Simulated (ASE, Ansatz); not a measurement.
# Random cubic perovskite alloy of BaHfO3 and BaTiO3 (135 atoms), the geometry as built

Calculated values (Ansatz 0.2.0, Kohn-Sham DFT, RPBE, PAW (set soft_2), plane waves; cutoff 420 eV, Γ point, fixed occupations) for the geometry as built.

Cell vectors (Å):

```
12.340 0.000 0.000
0.000 12.340 0.000
0.000 0.000 12.340
```

Positions (Å):

```
1 Ba 0.018 12.334 12.289
2 Hf 2.049 2.077 2.044
3 O 2.032 2.051 12.336
4 O 0.013 2.075 2.087
5 O 2.025 0.004 2.075
6 Ba 12.331 0.006 4.108
7 Ti 2.072 2.059 6.158
8 O 2.057 2.061 4.100
9 O 0.022 2.048 6.175
10 O 2.045 12.339 6.181
11 Ba 12.311 0.011 8.226
12 Hf 2.048 2.024 10.273
13 O 2.081 2.066 8.221
14 O 12.290 2.063 10.282
15 O 2.036 12.321 10.278
16 Ba 12.339 4.132 12.324
17 Ti 2.065 6.189 2.060
18 O 2.058 6.173 0.024
19 O 0.044 6.167 2.012
20 O 2.065 4.084 2.060
21 Ba 0.005 4.105 4.107
22 Hf 2.062 6.162 6.150
23 O 2.058 6.178 4.089
24 O 12.337 6.125 6.179
25 O 2.019 4.090 6.177
26 Ba 12.313 4.135 8.225
27 Hf 2.034 6.160 10.272
28 O 2.082 6.156 8.239
29 O 0.043 6.174 10.275
30 O 2.043 4.082 10.270
31 Ba 12.333 8.218 12.318
32 Ti 2.026 10.312 2.060
33 O 2.036 10.271 0.034
34 O 12.325 10.278 2.072
35 O 2.081 8.217 2.050
36 Ba 12.337 8.207 4.107
37 Hf 2.053 10.288 6.150
38 O 2.020 10.278 4.100
39 O 0.002 10.279 6.165
40 O 2.061 8.249 6.165
41 Ba 12.323 8.250 8.191
42 Ti 2.065 10.265 10.275
43 O 2.050 10.248 8.228
44 O 0.007 10.330 10.266
45 O 2.067 8.269 10.301
46 Ba 4.145 12.337 0.051
47 Hf 6.176 2.020 2.047
48 O 6.166 2.075 12.338
49 O 4.117 2.055 2.043
50 O 6.199 12.297 2.093
51 Ba 4.102 0.027 4.145
52 Hf 6.182 2.050 6.167
53 O 6.177 2.037 4.117
54 O 4.100 2.071 6.184
55 O 6.173 0.049 6.167
56 Ba 4.128 12.324 8.213
57 Hf 6.204 2.049 10.243
58 O 6.160 2.018 8.235
59 O 4.118 2.048 10.286
60 O 6.164 0.019 10.250
61 Ba 4.114 4.111 0.015
62 Hf 6.136 6.148 2.059
63 O 6.185 6.139 0.007
64 O 4.119 6.171 2.089
65 O 6.177 4.108 2.090
66 Ba 4.113 4.104 4.107
67 Ti 6.181 6.155 6.163
68 O 6.169 6.181 4.088
69 O 4.122 6.161 6.153
70 O 6.154 4.121 6.171
71 Ba 4.101 4.124 8.223
72 Hf 6.166 6.181 10.250
73 O 6.165 6.156 8.189
74 O 4.129 6.218 10.274
75 O 6.183 4.152 10.316
76 Ba 4.127 8.268 12.329
77 Ti 6.178 10.278 2.097
78 O 6.204 10.297 12.320
79 O 4.150 10.306 2.087
80 O 6.170 8.260 2.071
81 Ba 4.101 8.247 4.110
82 Hf 6.208 10.299 6.176
83 O 6.192 10.284 4.076
84 O 4.115 10.252 6.140
85 O 6.203 8.224 6.178
86 Ba 4.120 8.210 8.212
87 Ti 6.173 10.321 10.278
88 O 6.170 10.294 8.268
89 O 4.134 10.305 10.280
90 O 6.174 8.236 10.285
91 Ba 8.231 12.325 0.001
92 Hf 10.304 2.055 2.082
93 O 10.301 2.085 12.332
94 O 8.243 2.073 2.055
95 O 10.270 0.001 2.074
96 Ba 8.246 12.331 4.143
97 Ti 10.245 2.088 6.189
98 O 10.282 2.043 4.188
99 O 8.249 2.078 6.156
100 O 10.284 0.015 6.188
101 Ba 8.217 0.007 8.226
102 Hf 10.290 2.038 10.277
103 O 10.284 2.046 8.227
104 O 8.237 2.042 10.255
105 O 10.294 0.001 10.299
106 Ba 8.205 4.138 12.295
107 Hf 10.278 6.185 2.050
108 O 10.287 6.136 12.323
109 O 8.214 6.162 2.064
110 O 10.303 4.172 2.048
111 Ba 8.235 4.137 4.129
112 Hf 10.282 6.184 6.205
113 O 10.281 6.170 4.102
114 O 8.213 6.185 6.175
115 O 10.261 4.090 6.169
116 Ba 8.216 4.133 8.226
117 Ti 10.276 6.176 10.256
118 O 10.286 6.157 8.259
119 O 8.207 6.195 10.298
120 O 10.300 4.100 10.295
121 Ba 8.227 8.227 12.325
122 Hf 10.296 10.302 2.046
123 O 10.268 10.285 12.318
124 O 8.226 10.290 2.092
125 O 10.317 8.234 2.055
126 Ba 8.254 8.235 4.132
127 Hf 10.274 10.287 6.194
128 O 10.322 10.296 4.117
129 O 8.287 10.279 6.187
130 O 10.252 8.238 6.182
131 Ba 8.227 8.256 8.214
132 Hf 10.265 10.276 10.273
133 O 10.266 10.270 8.218
134 O 8.244 10.245 10.262
135 O 10.275 8.202 10.273
```

Q: Give the force and the charge of every atom.

Columns: atom, q, fx, fy, fz (forces in eV/Å, q the Löwdin charge in e).

```
1 1.81 0.155 -0.172 0.175
2 1.14 0.221 -0.239 0.018
3 -0.87 0.001 -0.108 -0.144
4 -0.86 -0.547 -0.069 0.008
5 -0.88 0.128 -2.084 -0.062
6 1.80 0.128 0.147 0.373
7 1.29 -0.700 0.028 0.200
8 -0.89 0.180 -0.072 2.037
9 -0.92 0.056 0.096 0.040
10 -0.89 0.211 1.658 -0.057
11 1.80 0.330 0.150 -0.311
12 1.16 0.261 0.270 -0.125
13 -0.88 -0.079 -0.110 -1.613
14 -0.86 1.294 -0.115 -0.104
15 -0.88 0.090 -1.669 0.057
16 1.81 -0.085 0.132 0.100
17 1.29 -0.344 0.287 -0.429
18 -0.89 0.192 -0.072 1.220
19 -0.89 1.314 0.077 0.257
20 -0.89 0.107 2.200 0.024
21 1.80 0.092 -0.110 0.124
22 1.16 0.165 0.028 0.124
23 -0.88 -0.060 -0.076 -1.134
24 -0.87 -0.145 0.275 0.062
25 -0.88 0.242 -1.129 -0.078
26 1.80 0.181 -0.514 -0.088
27 1.15 0.936 -0.066 0.506
28 -0.87 -0.034 0.147 -0.580
29 -0.88 -2.508 0.150 -0.060
30 -0.87 0.076 0.639 0.089
31 1.80 0.328 -0.006 0.169
32 1.29 0.045 0.039 -0.175
33 -0.91 0.102 0.125 0.041
34 -0.86 2.188 0.044 -0.135
35 -0.90 -0.061 -0.006 0.140
36 1.81 0.203 0.189 -0.345
37 1.14 -0.140 0.270 0.279
38 -0.88 0.115 0.013 -1.699
39 -0.87 -0.015 -0.130 0.142
40 -0.87 -0.144 -0.916 0.033
41 1.81 0.330 0.079 0.425
42 1.29 -0.187 0.013 -0.364
43 -0.88 0.107 0.075 1.696
44 -0.90 1.496 -0.305 0.036
45 -0.87 -0.083 1.282 -0.044
46 1.79 -0.141 -0.421 -0.257
47 1.16 0.233 0.451 0.049
48 -0.88 0.094 -0.208 -0.092
49 -0.88 0.145 -0.153 0.053
50 -0.88 -0.031 -0.953 -0.186
51 1.80 -0.151 -0.214 -0.382
52 1.15 -0.247 0.848 -0.223
53 -0.87 -0.067 0.020 0.091
54 -0.89 -1.266 -0.055 -0.107
55 -0.86 0.095 -1.441 0.073
56 1.80 -0.427 0.031 0.299
57 1.16 -0.818 0.579 0.985
58 -0.86 0.118 0.249 -0.610
59 -0.88 -0.028 0.032 0.009
60 -0.87 0.217 -2.078 0.168
61 1.81 -0.068 0.086 -0.099
62 1.14 0.685 0.464 -0.358
63 -0.88 -0.108 0.171 -0.325
64 -0.88 -2.064 -0.069 -0.131
65 -0.87 -0.090 -0.384 -0.001
66 1.80 -0.067 0.103 0.022
67 1.30 -0.194 0.069 -0.172
68 -0.88 0.092 -0.016 2.543
69 -0.89 1.484 0.025 0.028
70 -0.88 0.163 1.696 0.016
71 1.81 -0.100 -0.165 -0.104
72 1.14 -0.280 0.306 0.640
73 -0.88 0.084 0.015 -1.602
74 -0.88 -0.504 -0.120 -0.007
75 -0.88 0.012 -0.871 -0.330
76 1.79 -0.063 0.149 0.193
77 1.28 -0.076 -0.365 -0.049
78 -0.93 -0.032 0.133 -0.367
79 -0.92 -0.300 0.045 -0.108
80 -0.89 0.028 1.319 -0.106
81 1.79 0.145 -0.049 -0.350
82 1.17 -0.671 -0.476 -0.229
83 -0.86 0.103 0.082 -0.325
84 -0.88 0.763 0.226 0.067
85 -0.89 -0.030 -1.069 0.010
86 1.80 0.059 0.214 0.177
87 1.29 -0.285 -0.508 0.587
88 -0.88 0.136 0.105 0.563
89 -0.90 -0.096 0.029 0.040
90 -0.90 0.037 1.821 -0.101
91 1.81 -0.195 -0.128 0.124
92 1.18 -0.370 0.581 -0.439
93 -0.87 -0.072 -0.196 0.703
94 -0.87 0.035 -0.059 0.090
95 -0.86 0.097 0.442 -0.089
96 1.81 0.110 0.111 -0.317
97 1.29 0.523 -0.343 -0.156
98 -0.88 0.000 0.118 0.650
99 -0.87 1.195 -0.036 0.260
100 -0.91 -0.153 1.372 0.086
101 1.81 0.279 0.066 0.085
102 1.14 -0.246 0.406 0.294
103 -0.89 -0.124 0.087 -1.866
104 -0.87 -0.277 0.046 0.004
105 -0.87 -0.185 -0.476 -0.090
106 1.81 0.259 0.043 0.264
107 1.15 -0.100 0.011 -0.198
108 -0.89 0.028 0.250 -1.890
109 -0.88 0.352 0.163 -0.022
110 -0.87 0.046 -1.409 0.220
111 1.81 -0.066 -0.029 -0.160
112 1.15 -0.083 -0.295 -0.911
113 -0.88 0.098 0.070 0.810
114 -0.88 -1.351 -0.184 0.032
115 -0.88 -0.016 -1.010 0.180
116 1.80 0.152 0.015 -0.015
117 1.30 -0.295 -0.169 0.743
118 -0.87 -0.028 0.003 1.321
119 -0.88 2.417 -0.067 -0.260
120 -0.90 -0.169 2.222 -0.257
121 1.80 -0.327 0.040 0.078
122 1.15 -0.506 -0.424 0.243
123 -0.87 0.052 -0.008 0.281
124 -0.89 -1.311 -0.042 -0.120
125 -0.88 -0.051 0.191 -0.042
126 1.81 -0.371 -0.133 -0.400
127 1.14 1.237 0.726 -0.802
128 -0.89 -0.168 -0.090 -0.002
129 -0.85 -1.844 0.126 -0.072
130 -0.87 0.186 -0.614 0.071
131 1.80 -0.307 -0.266 0.341
132 1.14 0.506 0.125 0.148
133 -0.86 0.121 -0.019 0.371
134 -0.88 -1.934 0.309 -0.057
135 -0.88 0.220 -1.627 -0.056
```

Only the Γ point is sampled, in a cell whose shortest periodic width is 12 Å. The Löwdin charges lack the electrons that the projection spills, 0.072 e an atom on average.

The r.m.s. force component is 0.612 eV/Å; the longest force, 2.54 eV/Å, acts on O68.

[Logs are printed without paths, hosts, clocks, repeated set-up lines and the standing remarks that a program may print on its own settings, such as how far it seeks lower states.]

[Hosts, paths, dates, database ids (printed as entryN), source tags and the programs' standing remarks are cut or masked in the printed files.]
